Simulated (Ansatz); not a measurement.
**linear Ag chain: one chain at several levels of theory**

Wanted: the relaxed geometry and the open channels of the linear Ag chain, by several methods.

Program: Ansatz 0.2.0. Level of theory: DFT PBE, plane waves, PAW; relaxation of a chain's period, in the first sound run; inputs show where later runs differ. Results are calculated unless marked as measured.

### Step 1. The structure

The cell holds 1 atom: 1 Ag. Its edges and angles: a = 7.500 Å, b = 7.500 Å, c = 2.697 Å, α = 90.0°, β = 90.0°, γ = 90.0°. Vacuum lies along a and b. The structure's axis is c.

### Step 2. The relaxed wire, level PBE, cutoff 420 eV

Band widths follow the bond lengths, so the chain is relaxed first. The atoms and the third cell vector are free; the box across stays fixed as vacuum. Moments are seeded so that a magnetic state can form if it lies lower. A Fermi-Dirac smearing is set since the result may be a metal. The pressure printed is a third of the stress's trace over the whole box, vacuum included; only the stress along the axis is relaxed.

Contents of input.yaml:

```yaml
crystal:
  lattice:
    - [7.5, 0.0, 0.0]
    - [0.0, 7.5, 0.0]
    - [0.0, 0.0, 2.697]
  atoms:
    - { symbol: Ag, position: [0.5, 0.5, 0.0], spin: 0.5 }
magnetization:
  spin_polarized: true
kpoints:
  mp_grid: { grid: [1, 1, 30] }
scf:
  occupations: { method: fermi_dirac, width: 0.05 }
hamiltonian:
  xc: pbe
relax:
  cell: { fix: [a, b, alpha, beta, gamma] }
  max_steps: 60
```

Run with:

```sh
$ ansatz run input.yaml --threads 4 --pin off --max-ram 8192MiB --backend cpu --events-out ev --progress --plain --runs-dir out
```

Numbers of over 12 decimals in the logs are rounded to 6 here.

Log:

```text
Engine: ansatz 0.2.0, aarch64-unknown-linux-gnu
Pseudopotentials: kind: paw
Pseudopotential: Ag, paw, valence charge 19, recommended cutoff 420 eV (normal), Ag.paw.azcp
Functional definition: PBE
  parameter kappa = 0.804
  parameter beta = 0.066725
  exchange = pbe_x(kappa = kappa, mu = beta*pi^2/3)
  correlation = pbe_c(beta = beta)
Crystal: 1 atoms, lattice volume = 151.706 Å³
Basis set: ecut = 420 eV, 3017 PW (Γ), exchange–correlation on 108×108×40 points (8 copies of the dense FFT grid, shifted against one another)
Bands: 14, of which v1, the nominal top of the filled ones, is band 10 counted from 1 (9 counted from 0)
Symmetry: 16 space group operations
Space group: P4/mmm (ITA 123), of the structure as read, at distance tolerance 5.3e-5 Å
Magnetic group: BNS 123.339 (UNI 999), of the structure as read, at distance tolerance 5.3e-5 Å
k-points: 16 of 30
Non-local potential: Ag, projectors of the file, l = 0: 3, l = 1: 2, l = 2: 2, l = 3: 1
PAW form: soft (Blöchl's): semilocal exchange-correlation on the pseudo side does not see the compensation charge
PAW one-centre angular grid: Ag, 590 points (default); XC on 64 Gauss nodes
Initial density: superposition of atomic densities (neutral atoms: chi_scale 0, normalization atom)
Starting moments: Σ|m| = 0.5 μB on 1 of 1 site
Initial wavefunctions: pseudopotential atomic-orbital guess
Functional: x = pbe(κ = 0.804, μ = 0.219515), c = pbe(β = 0.066725)
iter 1 solved again at ethr=3.23e-4 eV; its pass at ethr=3.10e-3 eV (dr2=6.13e-2 eV) is discarded
SCF iter   1: F=—  HF=-7589.186951 eV  |F-HF|=—  |Δ(HF+E_count)|=         —  Δρ=1.42e-2 (↑1.42e-2 ↓8.91e-3)  dr2=6.35e-2  dr2_m=1.79e-1  M=0.013 μB ∫|m|=0.036 μB  β_m=0.30  ethr=3.23e-4  ⟨swp⟩=1.0  Hψ=2863  notcnv=0
preconditioner: auto → Resta (q_TF=auto, 1.930 Å⁻¹)  ε∞=2.6  [insulator: Δε(μ)=0.210 eV  Ē_g=7.910 eV  σ=0.050 eV  W_gap=0.78  n_scr=20 (ndim 8)  ℏωp=10.0 eV  f_vac=0.721  D(μ)=0.29/eV (n_scr^D=0)  ε∞_Penn≈2.6  vacuum switching on, ρ_ref=4.5e-3 e/Å³]
spin=Collinear: Resta preconditioning applied to the charge; magnetization (m = ρ↑ − ρ↓) channel mixes plain (no charge-response kernel on spin).
SCF iter   2: F=—  HF=-7589.194724 eV  |F-HF|=—  |Δ(HF+E_count)|=   7.77e-3  Δρ=9.03e-3 (↑9.03e-3 ↓7.55e-3)  dr2=1.16e-2  dr2_m=9.29e-2  M=0.008 μB ∫|m|=0.027 μB  β_m=0.30  ethr=3.23e-4  ⟨swp⟩=2.4  Hψ=716  notcnv=0
SCF iter   3: F=—  HF=-7589.204278 eV  |F-HF|=—  |Δ(HF+E_count)|=   9.55e-3  Δρ=6.05e-3 (↑5.83e-3 ↓6.05e-3)  dr2=2.26e-3  dr2_m=4.81e-2  M=0.005 μB ∫|m|=0.020 μB  β_m=0.30  ethr=6.08e-5  ⟨swp⟩=2.0  Hψ=740  notcnv=0
SCF iter   4: F=—  HF=-7589.209902 eV  |F-HF|=—  |Δ(HF+E_count)|=   5.62e-3  Δρ=4.24e-3 (↑4.24e-3 ↓4.22e-3)  dr2=7.52e-5  dr2_m=2.49e-2  M=0.003 μB ∫|m|=0.016 μB  β_m=0.30  ethr=1.19e-5  ⟨swp⟩=2.4  Hψ=765  notcnv=0
SCF iter   5: F=—  HF=-7589.212539 eV  |F-HF|=—  |Δ(HF+E_count)|=   2.64e-3  Δρ=3.06e-3 (↑3.06e-3 ↓3.04e-3)  dr2=3.75e-5  dr2_m=1.29e-2  M=0.002 μB ∫|m|=0.012 μB  β_m=0.30  ethr=3.96e-7  ⟨swp⟩=2.0  Hψ=621  notcnv=0
SCF iter   6: F=—  HF=-7589.213885 eV  |F-HF|=—  |Δ(HF+E_count)|=   1.35e-3  Δρ=2.20e-3 (↑2.20e-3 ↓2.19e-3)  dr2=9.24e-7  dr2_m=6.69e-3  M=0.001 μB ∫|m|=0.009 μB  β_m=0.30  ethr=1.97e-7  ⟨swp⟩=2.0  Hψ=697  notcnv=0
SCF iter   7: F=—  HF=-7589.214578 eV  |F-HF|=—  |Δ(HF+E_count)|=   6.93e-4  Δρ=1.58e-3 (↑1.58e-3 ↓1.58e-3)  dr2=3.84e-7  dr2_m=3.48e-3  M=0.001 μB ∫|m|=0.007 μB  β_m=0.30  ethr=4.86e-9  ⟨swp⟩=3.3  Hψ=952  notcnv=0
Mixer restart at iter 7: flushing history
spin-set hold released at iteration 7 (site moments contracting): the magnetisation degrees of freedom join the quasi-Newton model from the next iteration; the mixer history was flushed
SCF iter   8: F=—  HF=-7589.214934 eV  |F-HF|=—  |Δ(HF+E_count)|=   3.56e-4  Δρ=1.14e-3 (↑1.14e-3 ↓1.14e-3)  dr2=2.18e-7  dr2_m=1.81e-3  M=0.001 μB ∫|m|=0.005 μB  β_m=0.65  ethr=2.02e-9  ⟨swp⟩=3.0  Hψ=910  notcnv=0
SCF iter   9: F=—  HF=-7589.215314 eV  |F-HF|=—  |Δ(HF+E_count)|=   3.80e-4  Δρ=1.54e-5 (↑1.40e-5 ↓1.54e-5)  dr2=1.04e-8  dr2_m=2.99e-7  M=-0.000 μB ∫|m|=0.000 μB  β_m=0.82  ethr=1.15e-9  ⟨swp⟩=3.4  Hψ=1026  notcnv=0
SCF iter  10: F=—  HF=-7589.215298 eV  |F-HF|=—  |Δ(HF+E_count)|=   1.65e-5  Δρ=5.91e-6 (↑5.91e-6 ↓4.25e-6)  dr2=6.08e-9  dr2_m=3.50e-8  M=-0.000 μB ∫|m|=0.000 μB  β_m=0.91  ethr=5.45e-11  ⟨swp⟩=4.1  Hψ=1334  notcnv=0
SCF iter  11: F=—  HF=-7589.215298 eV  |F-HF|=—  |Δ(HF+E_count)|=   7.95e-8  Δρ=2.42e-6 (↑1.78e-6 ↓2.42e-6)  dr2=2.15e-8  dr2_m=2.33e-10  M=-0.000 μB ∫|m|=0.000 μB  β_m=0.69  ethr=3.20e-11  ⟨swp⟩=3.5  Hψ=1257  notcnv=0
SCF iter  12: F=—  HF=-7589.215298 eV  |F-HF|=—  |Δ(HF+E_count)|=   6.35e-9  Δρ=2.18e-7 (↑2.18e-7 ↓1.83e-7)  dr2=3.18e-11  dr2_m=4.90e-11  M=-0.000 μB ∫|m|=0.000 μB  β_m=0.84  ethr=3.20e-11  ⟨swp⟩=3.1  Hψ=1187  notcnv=0
SCF iter  13: F=-7589.215298 eV  HF=-7589.215298 eV  |F-HF|=7.28e-12  |Δ(HF+E_count)|=  1.02e-10  Δρ=2.44e-8 (↑2.13e-8 ↓2.44e-8)  dr2=1.06e-12  dr2_m=3.31e-13  M=-0.000 μB ∫|m|=0.000 μB  ethr=1.00e-12  ⟨swp⟩=2.0  Hψ=881  notcnv=0
WARN: the starting moments were not kept: the SCF closed with an absolute magnetisation of 5.4e-7 μB, where they sum to 0.5 μB in size (1 site). That is at most 0.1 of that sum. Measured as dr2_m measures the in/out step, that magnetisation stands 6.5e-14 eV from none, at or under the dr2_threshold of 1.0e-7 eV: it is no larger than a step whose dr2_m would equal this threshold. The system may hold no moment; this SC [...]
SCF 1 converged in 13 iterations: F = -7589.215298 eV  dr2 = 1.06e-12
  greatest PAW one-centre occupation: 1.000 electrons in one spin orbital (limit 2), on the Ag atom at site 0 (counted from 0), in its partial waves of l = 0
relax step   1: F+E_penalty+E_count = -7589.21529763 eV  Δ(F+E_penalty+E_count) = +0.000e0 eV  max|allowed force component| = 0.000e0 eV/Å  Δτ_max = 0.0000 Å  P = -0.245 GPa  Ω = 151.706 Å³  fix = [a, b, alpha, beta, gamma]  reactions: a -0.140, b -0.140 GPa  (13 SCF iters, dr2 threshold 1.00e-7 eV, accepted)
Crystal: 1 atoms, lattice volume = 150.507 Å³
Basis set: ecut = 420 eV, 3009 PW (Γ), exchange–correlation on 108×108×40 points (8 copies of the dense FFT grid, shifted against one another)
Initial density: handed on by an earlier stage of this run
Starting moments: Σ|m| = 0.5 μB on 1 of 1 site; this step starts from the density that it was given
Initial wavefunctions: those handed on with the density
iter 1 solved again at ethr=1.43e-7 eV; its pass at ethr=3.10e-3 eV (dr2=2.73e-5 eV) is discarded
[...]
preconditioner: auto → Resta (q_TF=auto, 1.935 Å⁻¹)  ε∞=2.5  [insulator: Δε(μ)=0.333 eV  Ē_g=8.200 eV  σ=0.050 eV  W_gap=0.93  n_scr=20 (ndim 8)  ℏωp=10.1 eV  f_vac=0.729  D(μ)=0.18/eV (n_scr^D=0)  ε∞_Penn≈2.5  vacuum switching on, ρ_ref=4.9e-3 e/Å³]
spin=Collinear: Resta preconditioning applied to the charge; magnetization (m = ρ↑ − ρ↓) channel mixes plain (no charge-response kernel on spin).
SCF iter   2: F=—  HF=-7589.218878 eV  |F-HF|=—  |Δ(HF+E_count)|=   4.98e-6  Δρ=9.22e-5 (↑9.22e-5 ↓4.90e-5)  dr2=6.77e-6  dr2_m=5.31e-6  M=0.000 μB ∫|m|=0.000 μB  β_m=0.42  ethr=1.85e-7  ⟨swp⟩=2.3  Hψ=633  notcnv=0
SCF iter   3: F=—  HF=-7589.218880 eV  |F-HF|=—  |Δ(HF+E_count)|=   2.31e-6  Δρ=3.62e-5 (↑3.62e-5 ↓2.51e-5)  dr2=9.84e-7  dr2_m=9.63e-7  M=0.000 μB ∫|m|=0.000 μB  β_m=0.61  ethr=3.56e-8  ⟨swp⟩=2.3  Hψ=614  notcnv=0
iter 4 did not close the SCF: its close was put off for a magnetic moment that had not settled (scf_convergence_deferred on its scf_iter line)
SCF iter   4: F=-7589.218881 eV  HF=-7589.218881 eV  |F-HF|=5.33e-9  |Δ(HF+E_count)|=   8.19e-7  Δρ=2.50e-6 (↑2.50e-6 ↓2.11e-6)  dr2=3.38e-8  dr2_m=4.10e-9  M=0.000 μB ∫|m|=0.000 μB  β_m=0.81  ethr=5.26e-10  ⟨swp⟩=2.6  Hψ=1648  notcnv=0
iter 5 did not close the SCF: its close was put off for a magnetic moment that had not settled (scf_convergence_deferred on its scf_iter line)
SCF iter   5: F=-7589.218881 eV  HF=-7589.218881 eV  |F-HF|=1.82e-12  |Δ(HF+E_count)|=  3.71e-10  Δρ=4.23e-7 (↑3.34e-7 ↓4.23e-7)  dr2=7.32e-10  dr2_m=6.35e-11  M=0.000 μB ∫|m|=0.000 μB  β_m=0.90  ethr=1.78e-10  ⟨swp⟩=2.0  Hψ=1366  notcnv=0
SCF iter   6: F=-7589.218881 eV  HF=-7589.218881 eV  |F-HF|=1.73e-11  |Δ(HF+E_count)|=  1.66e-10  Δρ=7.21e-8 (↑7.21e-8 ↓5.29e-8)  dr2=1.70e-11  dr2_m=1.22e-12  M=0.000 μB ∫|m|=0.000 μB  ethr=3.86e-12  ⟨swp⟩=1.0  Hψ=1199  notcnv=0
the starting moments were not kept: the SCF closed with an absolute magnetisation of 3.3e-7 μB, where they sum to 0.5 μB in size (1 site). That is at most 0.1 of that sum. Measured as dr2_m measures the in/out step, that magnetisation stands 3.0e-14 eV from none, at or under the dr2_threshold of 1.0e-7 eV: it is no larger than a step whose dr2_m would equal this threshold.
SCF 3 converged in 6 iterations: F = -7589.218881 eV  dr2 = 1.70e-11
relax step   3: F+E_penalty+E_count = -7589.21888123 eV  Δ(F+E_penalty+E_count) = -9.219e-4 eV  max|allowed force component| = 0.000e0 eV/Å  Δτ_max = 0.0000 Å  P = -0.085 GPa  Ω = 149.237 Å³  energy of the carried Pulay correction = +1.530e-4 eV  fix = [a, b, alpha, beta, gamma]  reactions: a -0.141, b -0.141 GPa  (6 SCF iters, dr2 threshold 1.00e-7 eV, accepted)
Basis set: ecut = 420 eV, 3009 PW (Γ), exchange–correlation on 108×108×36 points (8 copies of the dense FFT grid, shifted against one another)
Initial wavefunctions: pseudopotential atomic-orbital guess (no wavefunctions were taken with the density)
iter 1 solved again at ethr=1.99e-7 eV; its pass at ethr=3.10e-3 eV (dr2=3.79e-5 eV) is discarded
SCF iter   1: F=—  HF=-7589.218719 eV  |F-HF|=—  |Δ(HF+E_count)|=         —  Δρ=1.15e-5 (↑1.14e-5 ↓1.15e-5)  dr2=1.30e-7  dr2_m=1.27e-12  M=-0.000 μB ∫|m|=0.000 μB  β_m=0.30  ethr=1.99e-7  ⟨swp⟩=3.0  Hψ=3502  notcnv=0
preconditioner: auto → Resta (q_TF=auto, 1.935 Å⁻¹)  ε∞=2.5  [insulator: Δε(μ)=0.335 eV  Ē_g=8.205 eV  σ=0.050 eV  W_gap=0.93  n_scr=20 (ndim 8)  ℏωp=10.1 eV  f_vac=0.728  D(μ)=0.18/eV (n_scr^D=0)  ε∞_Penn≈2.5  vacuum switching on, ρ_ref=4.9e-3 e/Å³]
spin=Collinear: Resta preconditioning applied to the charge; magnetization (m = ρ↑ − ρ↓) channel mixes plain (no charge-response kernel on spin).
SCF iter   2: F=—  HF=-7589.218717 eV  |F-HF|=—  |Δ(HF+E_count)|=   2.03e-6  Δρ=7.63e-6 (↑7.61e-6 ↓7.63e-6)  dr2=5.27e-8  dr2_m=6.61e-13  M=-0.000 μB ∫|m|=0.000 μB  β_m=0.50  ethr=6.87e-10  ⟨swp⟩=2.7  Hψ=732  notcnv=0
SCF iter   3: F=—  HF=-7589.218717 eV  |F-HF|=—  |Δ(HF+E_count)|=   7.10e-8  Δρ=2.12e-6 (↑2.12e-6 ↓2.12e-6)  dr2=3.68e-9  dr2_m=7.73e-14  M=0.000 μB ∫|m|=0.000 μB  β_m=0.54  ethr=2.77e-10  ⟨swp⟩=2.4  Hψ=700  notcnv=0
SCF iter   4: F=—  HF=-7589.218717 eV  |F-HF|=—  |Δ(HF+E_count)|=   8.23e-9  Δρ=2.60e-7 (↑2.60e-7 ↓2.60e-7)  dr2=9.29e-11  dr2_m=7.35e-15  M=0.000 μB ∫|m|=0.000 μB  β_m=0.77  ethr=1.94e-11  ⟨swp⟩=2.0  Hψ=743  notcnv=0
SCF iter   5: F=-7589.218717 eV  HF=-7589.218717 eV  |F-HF|=1.82e-12  |Δ(HF+E_count)|=  6.42e-10  Δρ=2.21e-8 (↑2.17e-8 ↓2.21e-8)  dr2=1.73e-12  dr2_m=5.34e-16  M=-0.000 μB ∫|m|=0.000 μB  ethr=1.00e-12  ⟨swp⟩=5.4  Hψ=1681  notcnv=0
the starting moments were not kept: the SCF closed with an absolute magnetisation of 3.8e-9 μB, where they sum to 0.5 μB in size (1 site). That is at most 0.1 of that sum. Measured as dr2_m measures the in/out step, that magnetisation stands 4.3e-18 eV from none, at or under the dr2_threshold of 1.0e-11 eV: it is no larger than a step whose dr2_m would equal this threshold.
SCF 4 converged in 5 iterations: F = -7589.218717 eV  dr2 = 1.73e-12
relax step   4: F+E_penalty+E_count = -7589.21871660 eV  Δ(F+E_penalty+E_count) = +1.646e-4 eV  max|allowed force component| = 0.000e0 eV/Å  Δτ_max = 0.0000 Å  P = -0.085 GPa  Ω = 149.237 Å³  fix = [a, b, alpha, beta, gamma]  reactions: a -0.141, b -0.141 GPa  stress off target by 2.69e-2 GPa on what of the cell is left free  SCF on the basis re-selected at this cell (its energy is not comparable with the rows above)  (5 SCF iters)
basis re-selected at this cell: Δ(F+E_penalty+E_count) = +1.646e-4 eV, ΔP = +0.001 GPa vs the last step (what re-selecting the basis moved, of the pressure what is left beyond the Pulay correction that the steps carried, after the strain that the cell walked since its last selection, with what the two solves' SCF thresholds leave and, on support functions, any second-order correction that the steps lacked; it is no measure of the basis error at this ecutwfc). The dense FFT grid was sized anew with the basis: this SCF ran on 54×54×18 points, the steps before it on 54×54×20, so part of this shift can come from that change (see relax.cell in the input reference). [rest of the remark cut]
SCF converged after 5 iterations
Magnetization: -0.0000 μB (9.5000 up, 9.5000 down)
Absolute magnetization: 0.0000 μB (∫|ρ↑−ρ↓|, with the PAW one-centre terms)
Spin contamination: 0.0000 ħ² per cell (⟨S²⟩ above its minimum at these occupations)
Per-site moments (μB) at R_I (Å): [(-1.0078842975998215e-10, 1.094405)]
Free energy (F): -7589.218717 eV
Harris-Foulkes:  -7589.218717 eV  (|F-HF|=1.82e-12)
Internal energy: -7589.216731 eV  (E = F + TS)
E sigma→0 (E₀):  -7589.217724 eV
Entropy (-TS):   -0.001985 eV (-1.985 meV/atom)
Fermi energy:    -2.609558 eV
--- Per-component energies (eV) ---
  E_band       = -582.609351
  E_kinetic    = 528.410347
  E_local      = -6161.629926  (includes V_loc(G=0)·N_el)
  E_nonlocal   = 81.859226
  E_hartree    = 2808.261534
  E_xc         = -182.766158
  E_vxc        = -231.804094  (∫ρ·V_xc dr)
  E_paw        = -3904.525845  (= ΣΔE_a)
  E_vpaw       = -415.968395  (= ΣTr[D̂ρ^β])
  E_aug_tail   = 0.000317  (compensation charges beyond the density's cutoff)
  E_ewald      = -758.826225
  E_smearing   = -0.001985  (= −TS)
  E_closure    = 0.000000  (closes the sum)
  Σ components = -7589.218717   (vs F -7589.218717, Δ=0.00e0)
--- Forces (eV/Å), atoms counted from 1 ---
  atom   1  Ag    -0.00000000    -0.00000000     0.00000000
  max |Σ_I F_I| component: 1.26e-28 eV/Å
--- Stress (GPa, compression-positive) ---
       -0.140509       0.000000      -0.000000
        0.000000      -0.140509       0.000000
       -0.000000       0.000000       0.026945
  P = ⅓ Tr σ = -0.0847 GPa (-0.847 kbar)
--- Relaxed structure (3 steps of the walk, 3 accepted, 1 SCFs on fresh bases) ---
  F+E_penalty+E_count = -7589.21871660 eV   max|allowed force component| = 0.000e0 eV/Å   (the final SCF, on the basis selected at the relaxed cell)
  cell:  # Å, volume = 149.2370 Å³
    - [7.5, 0, 0]
    - [0, 7.5, 0]
    - [0, 0, 2.653102]
  atoms:
    - { symbol: Ag, position: [0.5, 0.5, 0.0] }
```

Run time: 5.7 s. Hardware: 4 threads of Arm Neoverse V1, shared host; peak memory 0.4 GiB.

Relaxation path:

```tsv
step	energy less that of the first step (eV)	largest force component (eV/Å)	pressure (GPa)	volume (Å³)
1	0.0000	0.0000	-0.24	151.71
2	-0.0027	0.0000	-0.17	150.51
3	-0.0036	0.0000	-0.09	149.24
4*	-0.0034	0.0000	-0.08	149.24
```

Relaxation steps marked * repeat the geometry before them on a plane-wave basis chosen anew for their cell, so energy and pressure can jump there.

```tsv
cell as run	before	after	change
c (Å)	2.697	2.653	-1.6 %
```

The relaxed structure:

```cif
data_structure
_symmetry_space_group_name_H-M 'P 1'
_symmetry_Int_Tables_number 1
_cell_length_a 7.5000
_cell_length_b 7.5000
_cell_length_c 2.6531
_cell_angle_alpha 90.000
_cell_angle_beta 90.000
_cell_angle_gamma 90.000
_cell_volume 149.24
loop_
_atom_site_label
_atom_site_type_symbol
_atom_site_fract_x
_atom_site_fract_y
_atom_site_fract_z
_atom_site_occupancy
Ag1 Ag 0.50000 0.50000 0.00000 1
```

This step gave:

| Item | Value |
| --- | --- |
| energy at zero smearing | -7589.2177 eV |
| cell length along the wire | 2.653 Å |

The cell's length comes to 2.653 Å with no moment.

(Continued in part 2 of 3.)

[Logs are printed without paths, hosts, clocks, repeated set-up lines and the standing remarks that a program may print on its own settings, such as how far it seeks lower states.]

[Hosts, paths, dates, database ids (printed as entryN), source tags and the programs' standing remarks are cut or masked in the printed files.]
